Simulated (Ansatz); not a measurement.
**ScCo (Pm-3m): phonons and vibrational spectra**

Aim: the vibrations of ScCo (Pm-3m), their spectra, and whether the structure is stable.

Method: DFT PBEsol, scalar-relativistic, plane waves, PAW; PAW set soft_1, in Ansatz 0.2.0.

### 1. The starting structure

It takes space group Pm-3m (No. 221, cubic). Conventional cell: a = 3.145 Å, b = 3.145 Å, c = 3.145 Å, α = 90.00°, β = 90.00°, γ = 90.00°. Sc has 8 Co at 2.72 Å nearest. Nearest to Co lie 8 Sc at 2.72 Å. Farther neighbours are not listed.

Structure file:

```cif
data_structure
_symmetry_space_group_name_H-M 'Pm-3m'
_symmetry_Int_Tables_number 221
_cell_length_a 3.1450
_cell_length_b 3.1450
_cell_length_c 3.1450
_cell_angle_alpha 90.000
_cell_angle_beta 90.000
_cell_angle_gamma 90.000
_cell_volume 31.11
loop_
_atom_site_label
_atom_site_type_symbol
_atom_site_symmetry_multiplicity
_atom_site_Wyckoff_symbol
_atom_site_fract_x
_atom_site_fract_y
_atom_site_fract_z
_atom_site_occupancy
Sc1 Sc 1 b 0.50000 0.50000 0.50000 1
Co1 Co 1 a 0.00000 0.00000 0.00000 1
```

### 2. Bringing the structure to rest

The cell and atoms are relaxed, since residual forces and stress would shift the frequencies.

Input file input.yaml:

```yaml
crystal:
  lattice:
    - [3.145, 0.0, 0.0]
    - [0.0, 3.145, 0.0]
    - [0.0, 0.0, 3.145]
  atoms:
    - { symbol: Sc, position: [0.5, 0.5, 0.5], spin: -0.15 }
    - { symbol: Co, position: [0.0, 0.0, 0.0], spin: 0.67 }
kpoints:
  mp_grid: { grid: [14, 14, 14] }
hamiltonian:
  xc: pbesol
  pseudopotentials: { kind: paw, azcp: { folder: soft_1 }, xc_functional: pbe }
scf:
  occupations: { method: gaussian, width: 0.1 }
output:
  forces: true
  stress: true
  eigenvalues: true
  populations: true
magnetization:
  spin_polarized: true
relax:
  adjacent_minimum: "off"
  f_tol: 0.005
  max_steps: 80
  cell: { stress_tol: 0.05 }
```

The run is started by

```bash
$ ansatz run input.yaml --threads 4 --pin off --max-ram 10240MiB --backend cpu --events-out ev --progress --plain --runs-dir out
```

Numbers of over 12 decimals in the logs are rounded to 6 here.

Log:

```text
Engine: ansatz 0.2.0, aarch64-unknown-linux-gnu
Pseudopotentials: kind: paw
Pseudopotential: Sc, paw, valence charge 11, recommended cutoff 420 eV (normal), soft_1/Sc.paw.azcp
Pseudopotential: Co, paw, valence charge 17, recommended cutoff 420 eV (normal), soft_1/Co.paw.azcp
Functional definition: PBEsol
  exchange = pbesol_x
  correlation = pbesol_c
Crystal: 2 atoms, lattice volume = 31.107 Å³
Basis set: ecut = 420 eV, 619 PW (Γ), exchange–correlation on 48×48×48 points (8 copies of the dense FFT grid, shifted against one another)
Bands: 19, of which v1, the nominal top of the filled ones, is band 14 counted from 1 (13 counted from 0)
Symmetry: 48 space group operations
Space group: Pm-3m (ITA 221), of the structure as read, at distance tolerance 3.1e-5 Å
Magnetic group: BNS 221.92 (UNI 1594), of the structure as read, at distance tolerance 3.1e-5 Å
k-points: 120 of 2744
Non-local potential: Sc, projectors of the file, l = 0: 3, l = 1: 2, l = 2: 3, l = 3: 1
Non-local potential: Co, projectors of the file, l = 0: 3, l = 1: 2, l = 2: 3, l = 3: 1
PAW form: soft (Blöchl's): semilocal exchange-correlation on the pseudo side does not see the compensation charge
PAW frozen core: Sc, regenerated for the run's functional, and the local potential with it (the file was generated under x = pbe(κ = 0.804, μ = 0.219515), c = pbe(β = 0.066725))
PAW frozen core: Co, regenerated for the run's functional, and the local potential with it (the file was generated under x = pbe(κ = 0.804, μ = 0.219515), c = pbe(β = 0.066725))
PAW one-centre angular grid: Sc, 590 points (default); XC on 64 Gauss nodes
PAW one-centre angular grid: Co, 590 points (default); XC on 64 Gauss nodes
Initial density: superposition of atomic densities (chi_scale 0.1, normalization cell)
Starting moments: Σ|m| = 0.82 μB on 2 of 2 sites
Initial wavefunctions: pseudopotential atomic-orbital guess
Functional: x = pbesol(κ = 0.804, μ = 0.123457), c = pbesol(β = 0.046)
iter 1 solved again at ethr=2.20e-3 eV; its pass at ethr=3.10e-3 eV (dr2=6.16e-1 eV) is discarded
SCF iter   1: F=—  HF=-7204.207639 eV  |F-HF|=—  |Δ(HF+E_count)|=         —  Δρ=2.95e-2 (↑2.55e-2 ↓2.95e-2)  dr2=6.16e-1  dr2_m=7.25e-3  M=0.331 μB ∫|m|=0.809 μB  β_m=0.30  ethr=2.20e-3  ⟨swp⟩=1.0  Hψ=24048  notcnv=0
Mixer restart at iter 1: flushing history
preconditioner: auto → none  [metal: Δε(μ)=0.005 eV  Ē_g=12.953 eV  σ=0.100 eV  W_gap=0.03  n_scr=6 (ndim 8)  ℏωp=28.2 eV  f_vac=0.000  D(μ)=1.96/eV (n_scr^D=18)  sad-step TF]
SCF iter   2: F=—  HF=-7204.071171 eV  |F-HF|=—  |Δ(HF+E_count)|=   1.36e-1  Δρ=2.54e-2 (↑1.85e-2 ↓2.54e-2)  dr2=5.79e-1  dr2_m=6.80e-3  M=0.296 μB ∫|m|=0.811 μB  β_m=0.34  ethr=2.20e-3  ⟨swp⟩=2.0  Hψ=7004  notcnv=0
SCF iter   3: F=—  HF=-7204.581695 eV  |F-HF|=—  |Δ(HF+E_count)|=   5.11e-1  Δρ=1.14e-2 (↑1.14e-2 ↓1.13e-2)  dr2=5.32e-2  dr2_m=9.41e-3  M=0.233 μB ∫|m|=0.803 μB  β_m=0.37  ethr=2.07e-3  ⟨swp⟩=2.7  Hψ=8699  notcnv=0  defer=172
SCF iter   4: F=—  HF=-7204.884128 eV  |F-HF|=—  |Δ(HF+E_count)|=         —  Δρ=2.29e-2 (↑8.74e-3 ↓2.29e-2)  dr2=5.51e-2  dr2_m=6.85e-2  M=0.138 μB ∫|m|=0.597 μB  β_m=0.37  ethr=1.90e-4  ⟨swp⟩=2.0  Hψ=7070  notcnv=0  defer=182
Mixer restart at iter 4: flushing history
SCF iter   5: F=—  HF=-7204.991338 eV  |F-HF|=—  |Δ(HF+E_count)|=   1.07e-1  Δρ=1.42e-2 (↑1.42e-2 ↓9.04e-3)  dr2=7.08e-3  dr2_m=3.75e-2  M=0.130 μB ∫|m|=0.570 μB  β_m=0.49  ethr=1.90e-4  ⟨swp⟩=2.0  Hψ=7023  notcnv=0  defer=182
SCF iter   6: F=—  HF=-7204.999714 eV  |F-HF|=—  |Δ(HF+E_count)|=   8.38e-3  Δρ=1.71e-2 (↑5.83e-3 ↓1.71e-2)  dr2=1.29e-1  dr2_m=9.26e-3  M=0.147 μB ∫|m|=0.559 μB  β_m=0.40  ethr=2.53e-5  ⟨swp⟩=2.0  Hψ=10735  notcnv=0  defer=164
SCF iter   7: F=—  HF=-7205.036598 eV  |F-HF|=—  |Δ(HF+E_count)|=   3.69e-2  Δρ=2.71e-3 (↑1.12e-3 ↓2.71e-3)  dr2=8.88e-4  dr2_m=9.59e-4  M=0.139 μB ∫|m|=0.524 μB  β_m=0.68  ethr=2.53e-5  ⟨swp⟩=2.0  Hψ=9077  notcnv=0  defer=164
SCF iter   8: F=—  HF=-7205.038998 eV  |F-HF|=—  |Δ(HF+E_count)|=   2.40e-3  Δρ=1.62e-3 (↑1.62e-3 ↓9.83e-4)  dr2=1.06e-4  dr2_m=4.73e-4  M=0.135 μB ∫|m|=0.485 μB  β_m=0.84  ethr=3.17e-6  ⟨swp⟩=2.0  Hψ=7643  notcnv=0  defer=161
SCF iter   9: F=—  HF=-7205.038945 eV  |F-HF|=—  |Δ(HF+E_count)|=   5.31e-5  Δρ=2.06e-3 (↑2.06e-3 ↓2.39e-4)  dr2=1.25e-3  dr2_m=2.63e-4  M=0.131 μB ∫|m|=0.464 μB  β_m=0.92  ethr=3.80e-7  ⟨swp⟩=2.0  Hψ=7465  notcnv=0  defer=161
SCF iter  10: F=—  HF=-7205.039119 eV  |F-HF|=—  |Δ(HF+E_count)|=   1.74e-4  Δρ=1.63e-3 (↑1.63e-3 ↓3.43e-4)  dr2=7.65e-4  dr2_m=1.33e-4  M=0.128 μB ∫|m|=0.443 μB  β_m=0.83  ethr=3.80e-7  ⟨swp⟩=2.0  Hψ=6957  notcnv=0  defer=161
SCF iter  11: F=—  HF=-7205.039104 eV  |F-HF|=—  |Δ(HF+E_count)|=   1.57e-5  Δρ=4.04e-4 (↑4.04e-4 ↓6.04e-5)  dr2=5.74e-5  dr2_m=9.44e-6  M=0.124 μB ∫|m|=0.422 μB  β_m=0.92  ethr=3.80e-7  ⟨swp⟩=2.3  Hψ=7832  notcnv=0  defer=161
SCF iter  12: F=—  HF=-7205.039115 eV  |F-HF|=—  |Δ(HF+E_count)|=   1.14e-5  Δρ=7.77e-5 (↑5.90e-5 ↓7.77e-5)  dr2=1.18e-7  dr2_m=1.33e-6  M=0.122 μB ∫|m|=0.414 μB  β_m=0.92  ethr=2.05e-7  ⟨swp⟩=1.9  Hψ=5543  notcnv=0  defer=161
SCF iter  13: F=—  HF=-7205.039115 eV  |F-HF|=—  |Δ(HF+E_count)|=   8.40e-8  Δρ=2.61e-5 (↑2.61e-5 ↓4.39e-6)  dr2=2.10e-7  dr2_m=4.88e-8  M=0.122 μB ∫|m|=0.411 μB  β_m=0.96  ethr=4.20e-10  ⟨swp⟩=2.0  Hψ=7982  notcnv=0  defer=161
SCF iter  14: F=—  HF=-7205.039115 eV  |F-HF|=—  |Δ(HF+E_count)|=   4.59e-8  Δρ=4.84e-6 (↑4.84e-6 ↓1.31e-6)  dr2=3.40e-9  dr2_m=2.69e-9  M=0.121 μB ∫|m|=0.410 μB  β_m=0.98  ethr=4.20e-10  ⟨swp⟩=2.1  Hψ=6589  notcnv=0  defer=161
SCF iter  15: F=-7205.039115 eV  HF=-7205.039115 eV  |F-HF|=5.88e-10  |Δ(HF+E_count)|=   1.63e-9  Δρ=1.19e-6 (↑1.19e-6 ↓3.42e-7)  dr2=6.34e-10  dr2_m=5.50e-11  M=0.121 μB ∫|m|=0.410 μB  ethr=1.22e-11  ⟨swp⟩=4.1  Hψ=13685  notcnv=0
SCF 1 converged in 15 iterations: F = -7205.039115 eV  dr2 = 6.34e-10
  greatest PAW one-centre occupation: 1.001 electrons in one spin orbital (limit 2), on the Co atom at site 1 (counted from 0), in its partial waves of l = 1
relax step   1: F+E_penalty+E_count = -7205.03911512 eV  Δ(F+E_penalty+E_count) = +0.000e0 eV  max|allowed force component| = 1.160e-29 eV/Å  Δτ_max = 0.0000 Å  P = -7.945 GPa  Ω = 31.107 Å³  (15 SCF iters, dr2 threshold 1.00e-7 eV, accepted)
Crystal: 2 atoms, lattice volume = 28.363 Å³
Basis set: ecut = 420 eV, 515 PW (Γ), exchange–correlation on 48×48×48 points (8 copies of the dense FFT grid, shifted against one another)
Initial density: handed on by an earlier stage of this run
Starting moments: Σ|m| = 0.82 μB on 2 of 2 sites; this step starts from the density that it was given
[...]
relax step   4: F+E_penalty+E_count = -7205.09622705 eV  Δ(F+E_penalty+E_count) = -1.150e-4 eV  max|allowed force component| = 2.580e-30 eV/Å  Δτ_max = 0.0000 Å  P = -0.003 GPa  Ω = 28.981 Å³  energy of the carried Pulay correction = +4.254e-4 eV  (10 SCF iters, dr2 threshold 2.00e-7 eV, accepted)
Initial wavefunctions: pseudopotential atomic-orbital guess (no wavefunctions were taken with the density)
iter 1 solved again at ethr=1.77e-8 eV; its pass at ethr=3.10e-3 eV (dr2=4.96e-6 eV) is discarded
SCF iter   1: F=—  HF=-7205.095742 eV  |F-HF|=—  |Δ(HF+E_count)|=         —  Δρ=8.57e-5 (↑8.57e-5 ↓8.46e-5)  dr2=6.05e-6  dr2_m=9.86e-11  M=0.000 μB ∫|m|=0.000 μB  β_m=0.65  ethr=1.77e-8  ⟨swp⟩=3.0  Hψ=30679  notcnv=0
preconditioner: auto → none  [metal: Δε(μ)=0.021 eV  Ē_g=12.960 eV  σ=0.100 eV  W_gap=0.11  n_scr=6 (ndim 8)  ℏωp=29.3 eV  f_vac=0.000  D(μ)=1.05/eV (n_scr^D=6)]
SCF iter   2: F=—  HF=-7205.095739 eV  |F-HF|=—  |Δ(HF+E_count)|=   3.35e-6  Δρ=6.66e-5 (↑6.55e-5 ↓6.66e-5)  dr2=3.27e-6  dr2_m=8.53e-11  M=0.000 μB ∫|m|=0.000 μB  β_m=0.41  ethr=1.77e-8  ⟨swp⟩=2.0  Hψ=6034  notcnv=0
SCF iter   3: F=—  HF=-7205.095740 eV  |F-HF|=—  |Δ(HF+E_count)|=   1.20e-6  Δρ=3.32e-5 (↑3.32e-5 ↓3.24e-5)  dr2=6.91e-7  dr2_m=5.05e-11  M=0.000 μB ∫|m|=0.000 μB  β_m=0.40  ethr=1.17e-8  ⟨swp⟩=2.0  Hψ=7762  notcnv=0
SCF iter   4: F=—  HF=-7205.095740 eV  |F-HF|=—  |Δ(HF+E_count)|=   5.58e-8  Δρ=8.07e-6 (↑8.07e-6 ↓7.68e-6)  dr2=1.95e-8  dr2_m=8.00e-11  M=0.000 μB ∫|m|=0.000 μB  β_m=0.58  ethr=2.47e-9  ⟨swp⟩=1.4  Hψ=4684  notcnv=0
SCF iter   5: F=—  HF=-7205.095741 eV  |F-HF|=—  |Δ(HF+E_count)|=   5.14e-7  Δρ=7.32e-6 (↑6.46e-6 ↓7.32e-6)  dr2=5.12e-8  dr2_m=6.19e-11  M=0.000 μB ∫|m|=0.000 μB  β_m=0.58  ethr=6.96e-11  ⟨swp⟩=2.0  Hψ=6038  notcnv=0
SCF iter   6: F=—  HF=-7205.095741 eV  |F-HF|=—  |Δ(HF+E_count)|=   3.95e-7  Δρ=5.13e-6 (↑4.31e-6 ↓5.13e-6)  dr2=2.33e-8  dr2_m=4.71e-11  M=0.000 μB ∫|m|=0.000 μB  β_m=0.75  ethr=6.96e-11  ⟨swp⟩=2.1  Hψ=8012  notcnv=0
SCF iter   7: F=—  HF=-7205.095741 eV  |F-HF|=—  |Δ(HF+E_count)|=   1.38e-7  Δρ=1.91e-6 (↑1.22e-6 ↓1.91e-6)  dr2=2.73e-9  dr2_m=3.32e-11  M=0.000 μB ∫|m|=0.000 μB  β_m=0.88  ethr=6.96e-11  ⟨swp⟩=2.1  Hψ=8008  notcnv=0
SCF iter   8: F=—  HF=-7205.095741 eV  |F-HF|=—  |Δ(HF+E_count)|=   8.91e-9  Δρ=2.53e-7 (↑2.36e-7 ↓2.53e-7)  dr2=6.20e-12  dr2_m=1.42e-11  M=0.000 μB ∫|m|=0.000 μB  β_m=0.94  ethr=9.74e-12  ⟨swp⟩=2.1  Hψ=7988  notcnv=0
SCF iter   9: F=—  HF=-7205.095741 eV  |F-HF|=—  |Δ(HF+E_count)|=  9.09e-13  Δρ=4.42e-7 (↑4.42e-7 ↓2.87e-7)  dr2=8.55e-12  dr2_m=3.49e-11  M=0.000 μB ∫|m|=0.000 μB  β_m=0.94  ethr=1.00e-12  ⟨swp⟩=2.1  Hψ=5912  notcnv=0
SCF iter  10: F=—  HF=-7205.095741 eV  |F-HF|=—  |Δ(HF+E_count)|=  1.00e-11  Δρ=4.12e-7 (↑3.67e-7 ↓4.12e-7)  dr2=7.41e-13  dr2_m=4.02e-11  M=0.000 μB ∫|m|=0.000 μB  β_m=0.95  ethr=1.00e-12  ⟨swp⟩=1.6  Hψ=4929  notcnv=0
SCF iter  11: F=—  HF=-7205.095741 eV  |F-HF|=—  |Δ(HF+E_count)|=  5.46e-12  Δρ=3.89e-7 (↑2.42e-7 ↓3.89e-7)  dr2=5.16e-12  dr2_m=2.64e-11  M=0.000 μB ∫|m|=0.000 μB  β_m=0.97  ethr=1.00e-12  ⟨swp⟩=1.1  Hψ=4615  notcnv=0
SCF iter  12: F=—  HF=-7205.095741 eV  |F-HF|=—  |Δ(HF+E_count)|=    0.00e0  Δρ=1.25e-7 (↑1.25e-7 ↓2.27e-8)  dr2=6.42e-12  dr2_m=7.64e-13  M=-0.000 μB ∫|m|=0.000 μB  β_m=0.89  ethr=1.00e-12  ⟨swp⟩=2.0  Hψ=5954  notcnv=0
SCF iter  13: F=-7205.095741 eV  HF=-7205.095741 eV  |F-HF|=9.09e-13  |Δ(HF+E_count)|=  2.09e-11  Δρ=2.64e-8 (↑2.46e-8 ↓2.64e-8)  dr2=4.56e-13  dr2_m=4.29e-16  M=0.000 μB ∫|m|=0.000 μB  ethr=1.00e-12  ⟨swp⟩=3.7  Hψ=17345  notcnv=0
the starting moments were not kept: the SCF closed with an absolute magnetisation of 2.8e-7 μB, where they sum to 0.82 μB in size (2 sites). That is at most 0.1 of that sum. Measured as dr2_m measures the in/out step, that magnetisation stands 9.2e-14 eV from none, at or under the dr2_threshold of 2.0e-11 eV: it is no larger than a step whose dr2_m would equal this threshold.
SCF 5 converged in 13 iterations: F = -7205.095741 eV  dr2 = 4.56e-13
  greatest PAW one-centre occupation: 1.000 electrons in one spin orbital (limit 2), on the Co atom at site 1 (counted from 0), in its partial waves of l = 1
relax step   5: F+E_penalty+E_count = -7205.09574112 eV  Δ(F+E_penalty+E_count) = +4.859e-4 eV  max|allowed force component| = 2.317e-30 eV/Å  Δτ_max = 0.0000 Å  P = +0.006 GPa  Ω = 28.981 Å³  stress off target by 5.94e-3 GPa  SCF on the basis re-selected at this cell (its energy is not comparable with the rows above)  (13 SCF iters)
basis re-selected at this cell: Δ(F+E_penalty+E_count) = +4.859e-4 eV, ΔP = +0.009 GPa vs the last step (what re-selecting the basis moved, of the pressure what is left beyond the Pulay correction that the steps carried, after the strain that the cell walked since its last selection, with what the two solves' SCF thresholds leave and, on support functions, any second-order correction that the steps lacked; it is no m [...]
SCF converged after 13 iterations
Magnetization: 0.0000 μB (14.0000 up, 14.0000 down)
Absolute magnetization: 0.0000 μB (∫|ρ↑−ρ↓|, with the PAW one-centre terms)
Spin contamination: 0.0000 ħ² per cell (⟨S²⟩ above its minimum at these occupations)
Per-site moments (μB) at R_I (Å): [(-4.414339086587562e-8, 1.097302), (1.846794319696687e-7, 1.097302)]
Free energy (F): -7205.095741 eV
Harris-Foulkes:  -7205.095741 eV  (|F-HF|=9.09e-13)
Internal energy: -7205.090489 eV  (E = F + TS)
E sigma→0 (E₀):  -7205.093115 eV
Entropy (-TS):   -0.005252 eV (-2.626 meV/atom)
Fermi energy:    14.819875 eV
--- Per-component energies (eV) ---
  E_band       = -402.267402
  E_kinetic    = 505.288190
  E_local      = -3819.622104  (includes V_loc(G=0)·N_el)
  E_nonlocal   = 581.699073
  E_hartree    = 1643.493480
  E_xc         = -178.109349
  E_vxc        = -225.310615  (∫ρ·V_xc dr)
  E_paw        = -2508.438051  (= ΣΔE_a)
  E_vpaw       = -731.308871  (= ΣTr[D̂ρ^β])
  E_aug_tail   = 0.000018  (compensation charges beyond the density's cutoff)
  E_ewald      = -3429.719191
  E_core_change = 0.317445  (= ΣΔE_core)
  E_smearing   = -0.005252  (= −TS)
  E_closure    = 0.000000  (closes the sum)
  Σ components = -7205.095741   (vs F -7205.095741, Δ=0.00e0)
--- Forces (eV/Å), atoms counted from 1 ---
  atom   1  Sc     0.00000000    -0.00000000    -0.00000000
  atom   2  Co    -0.00000000     0.00000000     0.00000000
  max |Σ_I F_I| component: 3.78e-30 eV/Å
--- Stress (GPa, compression-positive) ---
        0.005943      -0.000000      -0.000000
       -0.000000       0.005943      -0.000000
       -0.000000      -0.000000       0.005943
  P = ⅓ Tr σ = 0.0059 GPa (0.059 kbar)
--- Band table (eV; the first three rows and the last of 240) ---
  k-point 0 ↑: bands = [... 10 lower, 11.8147, 13.9115, 13.9115, 13.9115, 16.7128, 16.7128, 19.4371, 19.4371, ... 1 higher]
  k-point 1 ↑: bands = [... 10 lower, 11.8591, 13.9029, 13.9029, 13.9246, 16.6673, 16.7259, 19.2408, 19.2408, ... 1 higher]
  k-point 2 ↑: bands = [... 10 lower, 11.9804, 13.8795, 13.8795, 13.9618, 16.5344, 16.7398, 18.7772, 18.7772, ... 1 higher]
  k-point 119 ↓: bands = [... 10 lower, 13.0653, 13.6783, 13.6783, 13.6783, 14.5566, 14.5566, 20.1462, 20.1462, ... 1 higher]
--- Relaxed structure (4 steps of the walk, 4 accepted, 1 SCFs on fresh bases) ---
  F+E_penalty+E_count = -7205.09574112 eV   max|allowed force component| = 2.317e-30 eV/Å   (the final SCF, on the basis selected at the relaxed cell)
  cell:  # Å, volume = 28.9811 Å³
    - [3.071650, 0, 0]
    - [0, 3.071650, 0]
    - [0, 0, 3.071650]
  atoms:
    - { symbol: Sc, position: [0.5, 0.5, 0.5] }
    - { symbol: Co, position: [0, 0, 0] }
--- Löwdin populations: 2 sites ---
  site symbol       q [e]    m [muB]
     0     Sc     10.9130    -0.0000
     1     Co     16.8194     0.0000
  spilling = 0.009559 (of n_electrons = 28.000000)
```

Elapsed: 15 s, on 4 threads of Arm Neoverse V2, shared host; peak memory 0.45 GiB; 54 s of CPU time.

Step by step:

| step | energy less that of the first step (eV) | largest force component (eV/Å) | pressure (GPa) | volume (Å³) |
| --- | --- | --- | --- | --- |
| 1 | 0.0000 | 0.0000 | -7.94 | 31.11 |
| 2 | -0.0516 | 0.0000 | 2.99 | 28.36 |
| 3 | -0.0570 | 0.0000 | -0.38 | 29.06 |
| 4 | -0.0571 | 0.0000 | 0.00 | 28.98 |
| 5* | -0.0566 | 0.0000 | 0.01 | 28.98 |

Relaxation steps marked * repeat the geometry before them on a plane-wave basis chosen anew for their cell, so energy and pressure can jump there.

Forces are held to the 48 operations that the run works with; a distortion that breaks them can't arise in this run.

| conventional cell, symmetrised | before | after | change |
| --- | --- | --- | --- |
| a (Å) | 3.145 | 3.072 | -2.3 % |
| b (Å) | 3.145 | 3.072 | -2.3 % |
| c (Å) | 3.145 | 3.072 | -2.3 % |
| volume (Å³/atom) | 15.55 | 14.49 | -6.8 % |

Final coordinates:

```
Sc Co
1.0
     3.07165    0.00000    0.00000
     0.00000    3.07165    0.00000
     0.00000    0.00000    3.07165
Sc Co
1 1
Cartesian
  1.5358 1.5358 1.5358
  0.0000 0.0000 0.0000
```

This step gave:

```yaml
pressure: 0.005943 GPa
volume_per_atom: 14.49 Å³
gap_on_the_k_mesh: 0 eV
```

In this step the volume went from 15.55 to 14.49 Å³/atom.

### 3. Relaxing to small forces for the phonons

Phonons need a cell at rest on their own settings, so the relaxation is repeated with tight tolerances on forces and stress on the k mesh and occupations of the first response run.

Input file input.yaml:

```yaml
crystal:
  lattice:
    - [3.0716497129, 0.0, 0.0]
    - [0.0, 3.0716497129, 0.0]
    - [0.0, 0.0, 3.0716497129]
  atoms:
    - { symbol: Sc, position: [0.5, 0.5, 0.5] }
    - { symbol: Co, position: [0.0, 0.0, 0.0] }
kpoints:
  mp_grid: { grid: [16, 16, 16] }
hamiltonian:
  xc: pbesol
  pseudopotentials: { kind: paw, azcp: { folder: soft_1 }, xc_functional: pbe }
scf:
  occupations: { method: methfessel_paxton, width: 0.2 }
output:
  forces: true
  stress: true
  eigenvalues: true
relax:
  adjacent_minimum: "off"
  f_tol: 0.001
  max_steps: 60
  cell: { stress_tol: 0.01 }
```

Log:

```text
[...]
Crystal: 2 atoms, lattice volume = 28.981 Å³
Basis set: ecut = 420 eV, 587 PW (Γ), exchange–correlation on 48×48×48 points (8 copies of the dense FFT grid, shifted against one another)
Bands: 18, of which v1, the nominal top of the filled ones, is band 14 counted from 1 (13 counted from 0)
Symmetry: 48 space group operations
[...]
k-points: 165 of 4096
[...]
k-point 164: bands = [... 10 lower, 13.0636, 13.6780, 13.6780, 13.6780, 14.5542, 14.5542, 20.1451, 20.1451]
--- Relaxed structure (1 steps of the walk, 1 accepted, 1 SCFs on fresh bases) ---
[...]
cell:  # Å, volume = 28.9811 Å³
    - [3.0716497129, 0.0, 0.0]
    - [0.0, 3.0716497129, 0.0]
    - [0.0, 0.0, 3.0716497129]
  atoms:
    - { symbol: Sc, position: [0.5, 0.5, 0.5] }
    - { symbol: Co, position: [0.0, 0.0, 0.0] }
[key lines of the parts left out:]
SCF converged after 5 iterations
Free energy (F): -7205.093611 eV
Fermi energy:    14.810148 eV
P = ⅓ Tr σ = 0.0027 GPa (0.027 kbar)
```

Wall time 2.6 s (4 threads); peak memory 0.4 GiB.

Little changed from the start: no atom moved by 0.005 Å and no cell edge by 0.1 %.

This step gave:

```yaml
pressure: 0.002653 GPa
```

The forces vanish by symmetry and the pressure is 0.003 GPa, within the tolerances set. The cell now holds 14.49 Å³/atom.

[end of part 1 of 2]

[Logs are printed without paths, hosts, clocks, repeated set-up lines and the standing remarks that a program may print on its own settings, such as how far it seeks lower states.]

[Hosts, paths, dates, database ids (printed as entryN), source tags and the programs' standing remarks are cut or masked in the printed files.]
